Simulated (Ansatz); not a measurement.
# Sn wire along [100], 45 atoms a period, H-terminated: bands by functional, part 2 of 2

What gap, if any, does the Sn wire along [100], 45 atoms a period, H-terminated have, and how does it change with the functional?

Ansatz 0.2.0; DFT PBE, plane waves, PAW; relaxation of a wire's period; PAW set soft_1 (the session's first sound run).

So far. Step 2 (The relaxed wire): The cell's length comes to 6.644 Å with spin left out.

### Step 3. The perfect wire

This step: DFT PBE, plane waves, PAW; bands of a perfect wire; PAW set soft_1 (Ansatz 0.2.0).

At the relaxed period the bands are computed along the axis; those that cross an energy going forward count the channels that a perfect wire would open there.

input.yaml

```yaml
crystal:
  lattice:
    - [25.446, 0.0, 0.0]
    - [0.0, 25.446, 0.0]
    - [0.0, 0.0, 6.6444898309]
  atoms:
    - { symbol: Sn, position: [0.239505623, 0.5, 0.0] }
    - { symbol: Sn, position: [0.369520424, 0.369520424, 0.998249279] }
    - { symbol: Sn, position: [0.369520424, 0.630479576, 0.001750721] }
    - { symbol: Sn, position: [0.5, 0.239505623, 0.0] }
    - { symbol: Sn, position: [0.5, 0.5, 0.0] }
    - { symbol: Sn, position: [0.5, 0.760494377, 0.0] }
    - { symbol: Sn, position: [0.630479576, 0.369520424, 0.001750721] }
    - { symbol: Sn, position: [0.630479576, 0.630479576, 0.998249279] }
    - { symbol: Sn, position: [0.760494377, 0.5, 0.0] }
    - { symbol: H, position: [0.143222959, 0.388835857, 0.072445736] }
    - { symbol: H, position: [0.266338786, 0.266338786, 0.106105593] }
    - { symbol: H, position: [0.388835857, 0.143222959, 0.072445736] }
    - { symbol: H, position: [0.611164143, 0.856777041, 0.072445736] }
    - { symbol: H, position: [0.733661214, 0.733661214, 0.106105593] }
    - { symbol: H, position: [0.856777041, 0.611164143, 0.072445736] }
    - { symbol: Sn, position: [0.17616026, 0.431145293, 0.234366016] }
    - { symbol: Sn, position: [0.306041399, 0.306041399, 0.256508864] }
    - { symbol: Sn, position: [0.30454026, 0.564549194, 0.250441719] }
    - { symbol: Sn, position: [0.431145293, 0.17616026, 0.234366016] }
    - { symbol: Sn, position: [0.434678319, 0.434678319, 0.248548743] }
    - { symbol: Sn, position: [0.435450806, 0.69545974, 0.250441719] }
    - { symbol: Sn, position: [0.564549194, 0.30454026, 0.250441719] }
    - { symbol: Sn, position: [0.565321681, 0.565321681, 0.248548743] }
    - { symbol: Sn, position: [0.568854707, 0.82383974, 0.234366016] }
    - { symbol: Sn, position: [0.69545974, 0.435450806, 0.250441719] }
    - { symbol: Sn, position: [0.693958601, 0.693958601, 0.256508864] }
    - { symbol: Sn, position: [0.82383974, 0.568854707, 0.234366016] }
    - { symbol: H, position: [0.201175913, 0.668702138, 0.352894353] }
    - { symbol: H, position: [0.331297862, 0.798824087, 0.352894353] }
    - { symbol: H, position: [0.668702138, 0.201175913, 0.352894353] }
    - { symbol: H, position: [0.798824087, 0.331297862, 0.352894353] }
    - { symbol: H, position: [0.128850546, 0.466175874, 0.366219425] }
    - { symbol: H, position: [0.466175874, 0.128850546, 0.366219425] }
    - { symbol: H, position: [0.533824126, 0.871149454, 0.366219425] }
    - { symbol: H, position: [0.871149454, 0.533824126, 0.366219425] }
    - { symbol: Sn, position: [0.240515914, 0.371215387, 0.496481303] }
    - { symbol: Sn, position: [0.240515914, 0.628784613, 0.503518697] }
    - { symbol: Sn, position: [0.371215387, 0.240515914, 0.496481303] }
    - { symbol: Sn, position: [0.370013165, 0.5, 0.5] }
    - { symbol: Sn, position: [0.371215387, 0.759484086, 0.503518697] }
    - { symbol: Sn, position: [0.5, 0.370013165, 0.5] }
    - { symbol: Sn, position: [0.5, 0.629986835, 0.5] }
    - { symbol: Sn, position: [0.628784613, 0.240515914, 0.503518697] }
    - { symbol: Sn, position: [0.629986835, 0.5, 0.5] }
    - { symbol: Sn, position: [0.628784613, 0.759484086, 0.496481303] }
    - { symbol: Sn, position: [0.759484086, 0.371215387, 0.503518697] }
    - { symbol: Sn, position: [0.759484086, 0.628784613, 0.496481303] }
    - { symbol: H, position: [0.128850546, 0.533824126, 0.633780575] }
    - { symbol: H, position: [0.466175874, 0.871149454, 0.633780575] }
    - { symbol: H, position: [0.533824126, 0.128850546, 0.633780575] }
    - { symbol: H, position: [0.871149454, 0.466175874, 0.633780575] }
    - { symbol: H, position: [0.201175913, 0.331297862, 0.647105647] }
    - { symbol: H, position: [0.331297862, 0.201175913, 0.647105647] }
    - { symbol: H, position: [0.668702138, 0.798824087, 0.647105647] }
    - { symbol: H, position: [0.798824087, 0.668702138, 0.647105647] }
    - { symbol: Sn, position: [0.17616026, 0.568854707, 0.765633984] }
    - { symbol: Sn, position: [0.30454026, 0.435450806, 0.749558281] }
    - { symbol: Sn, position: [0.306041399, 0.693958601, 0.743491136] }
    - { symbol: Sn, position: [0.435450806, 0.30454026, 0.749558281] }
    - { symbol: Sn, position: [0.434678319, 0.565321681, 0.751451257] }
    - { symbol: Sn, position: [0.431145293, 0.82383974, 0.765633984] }
    - { symbol: Sn, position: [0.568854707, 0.17616026, 0.765633984] }
    - { symbol: Sn, position: [0.565321681, 0.434678319, 0.751451257] }
    - { symbol: Sn, position: [0.564549194, 0.69545974, 0.749558281] }
    - { symbol: Sn, position: [0.693958601, 0.306041399, 0.743491136] }
    - { symbol: Sn, position: [0.69545974, 0.564549194, 0.749558281] }
    - { symbol: Sn, position: [0.82383974, 0.431145293, 0.765633984] }
    - { symbol: H, position: [0.143222959, 0.611164143, 0.927554264] }
    - { symbol: H, position: [0.266338786, 0.733661214, 0.893894407] }
    - { symbol: H, position: [0.388835857, 0.856777041, 0.927554264] }
    - { symbol: H, position: [0.611164143, 0.143222959, 0.927554264] }
    - { symbol: H, position: [0.733661214, 0.266338786, 0.893894407] }
    - { symbol: H, position: [0.856777041, 0.388835857, 0.927554264] }
kpoints:
  mp_grid: { grid: [1, 1, 13] }
  band_path: { path: ["Γ", Z], npoints: 90 }
scf:
  occupations: { method: fermi_dirac, width: 0.05 }
hamiltonian:
  xc: pbe
  pseudopotentials: { kind: paw, azcp: { folder: soft_1 } }
output:
  dos: { e_range: [-5, 4] }
  write_potential: true
  write_density: true
  volumetric_format: npy
```

The run is started by

```bash
> ansatz run input.yaml --threads 16 --pin off --max-ram 61440MiB --backend cuda --events-out ev --progress --plain --runs-dir out --max-vram 78GiB
```

Numbers of over 12 decimals in the logs are rounded to 6 here.

The program printed:

```text
[...]
Crystal: 73 atoms, lattice volume = 4302.300 Å³
Basis set: ecut = 420 eV, 83927 PW (Γ)
Bands: 402, of which v1, the nominal top of the filled ones, is band 329 counted from 1 (328 counted from 0)
Symmetry: 8 space group operations
[...]
k-points: 7 of 13
[...]
SCF iter   1: F=—  HF=-271533.411801 eV  |F-HF|=—  |Δ(HF+E_count)|=         —  Δρ=2.62e-2  dr2=3.15e1  ethr=3.10e-3  ⟨swp⟩=6.4  Hψ=12393  notcnv=0  defer=141
[...]
SCF iter   6: F=—  HF=-271525.217685 eV  |F-HF|=—  |Δ(HF+E_count)|=   1.42e-2  Δρ=4.40e-4  dr2=6.78e-3  ethr=9.28e-6  ⟨swp⟩=2.0  Hψ=3143  notcnv=0  defer=395
[...]
SCF iter  11: F=—  HF=-271525.220707 eV  |F-HF|=—  |Δ(HF+E_count)|=   7.46e-7  Δρ=1.72e-6  dr2=3.54e-7  ethr=2.95e-10  ⟨swp⟩=3.0  Hψ=5441  notcnv=0  defer=395
[...]
SCF iter  13: F=-271525.220707 eV  HF=-271525.220707 eV  |F-HF|=9.78e-9  |Δ(HF+E_count)|=    0.00e0  Δρ=4.25e-7  dr2=1.87e-8  ethr=1.52e-11  ⟨swp⟩=2.0  Hψ=5145  notcnv=0
SCF 1 converged in 13 iterations: F = -271525.220707 eV  dr2 = 1.87e-8
[...]
NSCF: frozen V_eff on 91 k-points
[...]
SCF converged after 13 iterations
[...]
```

Wall time 49 s (1 × NVIDIA GB200 with 16 threads of Arm Neoverse V2, shared host); peak memory 5.6 GiB; 2.1 min of CPU time.

This step gave:

```yaml
band_gap_on_the_path_through_both_edges: 0.9727 eV
```

Electronic bands along the path, in eV, zero at the Fermi level; v1 is the highest filled band, c1 the lowest empty one:

| point | v4 | v3 | v2 | v1 | c1 | c2 | c3 | c4 |
| --- | --- | --- | --- | --- | --- | --- | --- | --- |
| Γ | -0.70 | -0.70 | -0.63 | -0.50 | 0.47 | 1.25 | 1.27 | 1.30 |
| halfway | -0.89 | -0.80 | -0.64 | -0.64 | 0.92 | 0.93 | 0.93 | 1.02 |
| Z | -1.18 | -1.18 | -1.17 | -1.01 | 0.73 | 0.73 | 0.73 | 0.80 |

The gap is 0.973 eV, with spin left out.

On this path the gap is direct, 0.97 eV, with the valence top at Γ and the conduction bottom at Γ.

### Step 4. Levels at the same atoms, cutoff 500 eV, k-mesh 1×1×10

This step: DFT r2SCAN, plane waves, PAW; bands of a perfect wire at the PBE geometry; PAW set soft_1 (Ansatz 0.2.0).

The atoms stay at the PBE geometry and the functional changes. r2SCAN also reads the kinetic-energy density; it often gives larger moments and wider gaps than PBE, at a higher cost. Against the first PBE run of this kind, the cutoff is 500 eV against 420 and the mesh along the wire has 10 points against 13.

input.yaml: that of step 3 with these lines changed.

```diff
@@ -80,3 +80,3 @@
 kpoints:
-  mp_grid: { grid: [1, 1, 13] }
+  mp_grid: { grid: [1, 1, 10] }
   band_path: { path: ["Γ", Z], npoints: 90 }
@@ -85,8 +85,3 @@
 hamiltonian:
-  xc: pbe
+  xc: r2scan
   pseudopotentials: { kind: paw, azcp: { folder: soft_1 } }
-output:
-  dos: { e_range: [-5, 4] }
-  write_potential: true
-  write_density: true
-  volumetric_format: npy
```

The program printed:

```text
[...]
Crystal: 73 atoms, lattice volume = 4302.300 Å³
Basis set: ecut = 500 eV, 109169 PW (Γ), exchange–correlation on 768×768×200 points (64 copies of the dense FFT grid, shifted against one another)
Bands: 402, of which v1, the nominal top of the filled ones, is band 329 counted from 1 (328 counted from 0)
Symmetry: 8 space group operations
[...]
k-points: 6 of 10
[...]
SCF iter   1: F=—  HF=-272179.442027 eV  |F-HF|=—  |Δ(HF+E_count)|=         —  Δρ=2.51e-2  dr2=2.83e1  dr2_τ=2.28e-1  ethr=3.10e-3  ⟨swp⟩=6.3  Hψ=9323  notcnv=0  defer=138
[...]
SCF iter   6: F=—  HF=-272175.383984 eV  |F-HF|=—  |Δ(HF+E_count)|=   2.71e-2  Δρ=2.66e-4  dr2=3.01e-3  dr2_τ=7.14e-5  ethr=4.32e-6  ⟨swp⟩=2.0  Hψ=2938  notcnv=0  defer=364
[...]
SCF iter  10: F=—  HF=-272175.396231 eV  |F-HF|=—  |Δ(HF+E_count)|=   1.08e-5  Δρ=3.30e-6  dr2=7.44e-7  dr2_τ=1.12e-8  ethr=1.87e-9  ⟨swp⟩=2.0  Hψ=2655  notcnv=0  defer=364
[...]
SCF iter  12: F=-272175.396234 eV  HF=-272175.396234 eV  |F-HF|=2.18e-8  |Δ(HF+E_count)|=   2.85e-7  Δρ=3.06e-7  dr2=8.16e-9  dr2_τ=1.03e-10  ethr=1.52e-11  ⟨swp⟩=16.5  Hψ=10591  notcnv=0
SCF 1 converged in 12 iterations: F = -272175.396234 eV  dr2 = 8.16e-9
[...]
the band table was solved once the SCF had ended and its energy, with any forces and stress, was formed, with the checks that follow a solve (11136 applications of the Hamiltonian). They found nothing against the state; the energy, forces and stress were not computed again (output.eigenvalues in the input reference)
[...]
SCF converged after 12 iterations
[...]
```

It took 66 s on 1 × NVIDIA GB200 with 16 threads; peak memory 6.8 GiB.

Numbers from this step:

```yaml
band_gap_on_the_path_through_both_edges: 1.266 eV
```

The electronic bands at the labelled points (eV, zero at the Fermi level; v1 is the highest filled band, c1 the lowest empty one):

```csv
point,v4,v3,v2,v1,c1,c2,c3,c4
Γ,-0.84,-0.84,-0.79,-0.64,0.62,1.30,1.33,1.37
halfway,-1.06,-0.94,-0.80,-0.80,1.02,1.05,1.05,1.13
Z,-1.36,-1.36,-1.35,-1.18,0.83,0.83,0.83,0.91
```

The gap is 1.27 eV, against 0.973 eV under PBE at the relaxed period.

### Step 5. Summary of results

- cell length, PBE: 6.644 Å
- gap, PBE: 0.973 eV
- gap, r2SCAN: 1.27 eV

In words: Under PBE the cell's length is 6.64 Å, and a gap of 0.97 eV makes it a semiconductor. At the relaxed period the wire is gapped under every functional, from 0.97 eV (PBE) to 1.27 eV (r2SCAN). Weak screening in one dimension makes quasiparticle gaps larger than the semilocal gaps, as a rule.

[Logs are printed without paths, hosts, clocks, repeated set-up lines and the standing remarks that a program may print on its own settings, such as how far it seeks lower states.]

[Hosts, paths, dates, database ids (printed as entryN), source tags and the programs' standing remarks are cut or masked in the printed files.]
